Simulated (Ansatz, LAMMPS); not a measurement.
**Amorphous SnO2 (108 atoms), the relaxed geometry**

The starting structure: 108 atoms (36 Sn, 72 O) placed at random at 6.03 g/cm³, melted at 5000 K for 10 ps at fixed volume with the Morse and Coulomb pair potential with partial charges (Pedone, Malavasi, Menziani, Cormack and Segre, J. Phys. Chem. B 110, 11780 (2006)). Quenched from 5000 K to 300 K at 50 K/ps and fixed volume, held 10 ps at zero pressure, then minimised at fixed cell.

Calculated values (Ansatz 0.2.0, Kohn-Sham DFT, PBE, PAW (set soft_2), plane waves; cutoff 420 eV, Γ point, fixed occupations; density 6.17 g/cm³) for the relaxed geometry.

Cell vectors (Å):

```
11.343 0.000 0.000
0.000 11.343 0.000
0.000 0.000 11.343
```

Positions (Å):

```
1 Sn 9.575 5.435 2.602
2 Sn 10.965 1.895 5.885
3 Sn 6.692 0.488 8.504
4 Sn 8.589 7.343 0.214
5 Sn 10.921 9.300 9.870
6 Sn 7.260 8.920 2.757
7 Sn 1.938 6.403 7.496
8 Sn 4.497 7.332 0.159
9 Sn 9.503 6.907 8.086
10 Sn 0.120 7.378 5.017
11 Sn 8.335 3.804 6.968
12 Sn 5.067 4.837 9.039
13 Sn 10.465 10.035 1.555
14 Sn 2.437 2.895 7.660
15 Sn 10.965 3.880 9.198
16 Sn 3.818 4.428 2.188
17 Sn 4.365 10.456 0.656
18 Sn 9.061 1.288 11.145
19 Sn 1.575 0.958 2.946
20 Sn 4.351 2.205 10.676
21 Sn 6.125 1.180 2.412
22 Sn 7.764 6.941 5.288
23 Sn 3.990 0.749 5.734
24 Sn 0.836 6.820 0.179
25 Sn 1.587 4.591 4.302
26 Sn 1.218 0.657 10.341
27 Sn 1.054 3.563 1.070
28 Sn 9.978 9.957 6.286
29 Sn 2.397 9.176 2.992
30 Sn 4.826 8.337 5.558
31 Sn 5.116 4.488 5.838
32 Sn 6.403 8.234 8.756
33 Sn 7.256 1.303 5.479
34 Sn 9.345 2.246 2.997
35 Sn 1.861 10.158 7.132
36 Sn 6.879 4.157 1.135
37 O 5.486 3.224 2.289
38 O 11.093 1.499 3.858
39 O 5.110 5.749 1.359
40 O 8.107 7.403 9.659
41 O 5.839 3.762 10.690
42 O 1.198 10.348 9.099
43 O 3.578 10.012 5.947
44 O 8.908 5.458 6.025
45 O 11.237 6.703 7.015
46 O 1.221 3.222 5.857
47 O 0.924 7.859 3.213
48 O 3.142 0.391 10.773
49 O 9.573 8.147 5.352
50 O 10.378 6.829 1.294
51 O 10.966 7.239 9.830
52 O 10.264 2.980 7.487
53 O 3.704 4.635 4.208
54 O 6.407 4.581 7.625
55 O 1.908 6.293 5.437
56 O 1.307 4.632 8.221
57 O 1.119 2.278 9.186
58 O 1.877 5.320 2.072
59 O 9.137 9.471 2.890
60 O 3.447 8.698 1.269
61 O 2.698 0.768 7.416
62 O 5.072 9.117 10.577
63 O 4.899 8.004 7.477
64 O 9.280 4.982 8.749
65 O 0.700 10.466 2.720
66 O 7.813 1.871 7.488
67 O 5.282 0.950 0.622
68 O 7.699 7.450 7.255
69 O 11.028 5.508 4.110
70 O 10.617 3.684 2.094
71 O 1.988 2.998 2.968
72 O 3.144 3.333 0.595
73 O 9.719 0.651 1.604
74 O 4.013 2.808 6.361
75 O 2.200 8.275 7.955
76 O 0.581 9.308 5.731
77 O 8.587 11.104 5.653
78 O 8.189 6.827 3.297
79 O 6.018 10.416 2.121
80 O 2.709 6.637 10.825
81 O 9.175 2.566 5.165
82 O 5.821 0.337 6.574
83 O 5.770 6.323 5.231
84 O 1.029 1.522 0.926
85 O 7.714 2.255 1.091
86 O 10.709 11.248 10.658
87 O 7.135 9.946 8.223
88 O 11.252 0.168 6.860
89 O 3.218 11.043 2.361
90 O 3.559 3.513 9.285
91 O 7.739 0.303 10.193
92 O 3.866 8.151 3.871
93 O 0.641 8.951 0.354
94 O 3.804 5.362 7.384
95 O 8.367 5.374 0.656
96 O 6.768 3.360 5.421
97 O 8.164 4.020 2.955
98 O 7.785 1.030 3.502
99 O 6.843 7.911 1.072
100 O 2.206 0.661 4.794
101 O 10.185 2.797 10.678
102 O 5.494 6.606 9.854
103 O 5.291 1.170 4.226
104 O 0.492 4.824 10.939
105 O 6.691 8.746 4.697
106 O 5.067 1.376 9.049
107 O 9.335 9.231 11.338
108 O 9.943 9.057 8.118
```

Q: Give the Löwdin charge of every atom.

Charges in e, in the order of the atoms, ten a line:

```
+1.689 +1.697 +1.743 +1.701 +1.702 +1.709 +1.685 +1.702 +1.682 +1.691
+1.686 +1.719 +1.700 +1.681 +1.721 +1.695 +1.712 +1.710 +1.696 +1.711
+1.732 +1.695 +1.712 +1.657 +1.674 +1.716 +1.682 +1.724 +1.691 +1.703
+1.696 +1.722 +1.710 +1.692 +1.702 +1.696 -0.790 -0.793 -0.776 -0.787
-0.796 -0.766 -0.784 -0.787 -0.795 -0.776 -0.793 -0.784 -0.783 -0.759
-0.812 -0.790 -0.772 -0.795 -0.779 -0.766 -0.788 -0.762 -0.792 -0.782
-0.774 -0.774 -0.772 -0.769 -0.770 -0.803 -0.765 -0.791 -0.760 -0.793
-0.772 -0.799 -0.789 -0.779 -0.783 -0.787 -0.820 -0.795 -0.799 -0.791
-0.781 -0.781 -0.782 -0.784 -0.800 -0.776 -0.783 -0.778 -0.785 -0.761
-0.800 -0.774 -0.782 -0.792 -0.770 -0.779 -0.761 -0.754 -0.785 -0.816
-0.824 -0.774 -0.819 -0.765 -0.762 -0.825 -0.769 -0.781
```

Forces are small here, 0.0095 eV/Å r.m.s. The Löwdin charges lack the electrons that the projection spills, 0.044 e an atom on average.

[Logs are printed without paths, hosts, clocks, repeated set-up lines and the standing remarks that a program may print on its own settings, such as how far it seeks lower states.]

[Hosts, paths, dates, database ids (printed as entryN), source tags and the programs' standing remarks are cut or masked in the printed files.]
